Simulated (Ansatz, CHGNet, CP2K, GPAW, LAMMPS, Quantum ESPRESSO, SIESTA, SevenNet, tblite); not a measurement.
**A faulty CP2K run on liquid Si0.5Ge0.5 at 2500 K (104 atoms)**

Program: CP2K 2026.2, a calculation on a cell of 52 Si and 52 Ge, 22.0 Å³ an atom.

The input, input.inp:

```
&GLOBAL
  PROJECT cell
  RUN_TYPE ENERGY_FORCE
  PRINT_LEVEL LOW
&END GLOBAL
&FORCE_EVAL
  METHOD QS
  STRESS_TENSOR ANALYTICAL
  &DFT
    BASIS_SET_FILE_NAME BASIS_MOLOPT
    POTENTIAL_FILE_NAME GTH_POTENTIALS
    &MGRID
      CUTOFF 350
      REL_CUTOFF 50
    &END MGRID
    &QS
      EPS_DEFAULT 1.0E-12
    &END QS
    &SCF
      SCF_GUESS ATOMIC
      EPS_SCF 1.0E-06
      MAX_SCF 50
      &DIAGONALIZATION
        ALGORITHM STANDARD
      &END DIAGONALIZATION
      &SMEAR ON
        METHOD FERMI_DIRAC
        ELECTRONIC_TEMPERATURE [K] 580
      &END SMEAR
      &MIXING
        METHOD BROYDEN_MIXING
        ALPHA 0.15
        NBROYDEN 8
      &END MIXING
      &PRINT
        &RESTART OFF
        &END RESTART
      &END PRINT
    &END SCF
    &XC
      &XC_FUNCTIONAL PBE
      &END XC_FUNCTIONAL
    &END XC
    &PRINT
      &MULLIKEN ON
      &END MULLIKEN
      &LOWDIN ON
      &END LOWDIN
      &MO ON
        EIGENVALUES T
        OCCUPATION_NUMBERS T
        MO_INDEX_RANGE 197 208
        &EACH
          QS_SCF 0
        &END EACH
        ADD_LAST NUMERIC
      &END MO
    &END PRINT
  &END DFT
  &SUBSYS
    &CELL
      A 13.17580 0.00000 0.00000
      B 0.00000 13.17580 0.00000
      C 0.00000 0.00000 13.17580
    &END CELL
    &COORD
      Si 11.98444 7.52562 7.53050
      Si 7.13759 10.10702 7.40388
      Si 1.35987 5.70828 0.95432
      Si 6.95155 8.54609 3.48039
      Si 0.12148 6.64350 3.71215
      Si 1.26659 3.81861 6.59620
      Si 7.88453 11.94887 8.89235
      Si 9.95181 7.94053 2.47969
      Si 6.31648 10.00834 0.83732
      Si 9.60713 5.12776 12.33163
[... 90 atom lines left out ...]
      Ge 1.40177 6.06416 10.81312
      Ge 4.62760 10.58412 10.84342
      Ge 12.99345 7.45342 0.02635
      Ge 11.17163 7.75343 9.65325
    &END COORD
    &KIND Si
      BASIS_SET DZVP-MOLOPT-SR-GTH-q4
      POTENTIAL GTH-PBE-q4
    &END KIND
    &KIND Ge
      BASIS_SET DZVP-MOLOPT-SR-GTH-q4
      POTENTIAL GTH-PBE-q4
    &END KIND
  &END SUBSYS
  &PRINT
    &FORCES ON
    &END FORCES
    &STRESS_TENSOR ON
    &END STRESS_TENSOR
  &END PRINT
&END FORCE_EVAL
```

Started as:

```sh
$ OMP_NUM_THREADS=2 cp2k.psmp -i input.inp > output.txt
```

What it wrote:

```text
CP2K| version string:                                       CP2K version 2026.2
 CP2K| Input file name                                                 input.inp
 GLOBAL| Basis set file name                                        BASIS_MOLOPT
 GLOBAL| Potential file name                                      GTH_POTENTIALS
 GLOBAL| Run type                                                   ENERGY_FORCE
 GLOBAL| Total number of message passing processes                             1
 GLOBAL| Number of threads for this process                                    2
 *   ___                                                                       *
 *  /   \                                                                      *
 * [ABORT]                                                                     *
 *  \___/             Extra MOs (ADDED_MOS) are required for smearing          *
 *    |                                                                        *
 *  O/|                                                                        *
 * /| |                                                                        *
```

The job ended after 0.68 s (2 threads of Arm Neoverse V2, shared host; peak memory 0.15 GiB; 0.67 s of CPU time).

Banners, paths, timers and routine set-up lines are dropped from the logs unmarked, and long logs keep their key lines alone; longer cuts are marked.

Q: Find the fault and mend it.

Smearing without added orbitals: added orbitals 0. Mend: give ADDED_MOS, enough empty orbitals to hold the smearing.

The program stopped at the start.

[Also dropped from logs without a mark: logging warnings of Python, and SIESTA's first energy breakdown and zero terms.]

[Logs are printed without paths, hosts, clocks, repeated set-up lines and the standing remarks that a program may print on its own settings, such as how far it seeks lower states.]

[Hosts, paths, dates, database ids (printed as entryN), source tags and the programs' standing remarks are cut or masked in the printed files.]
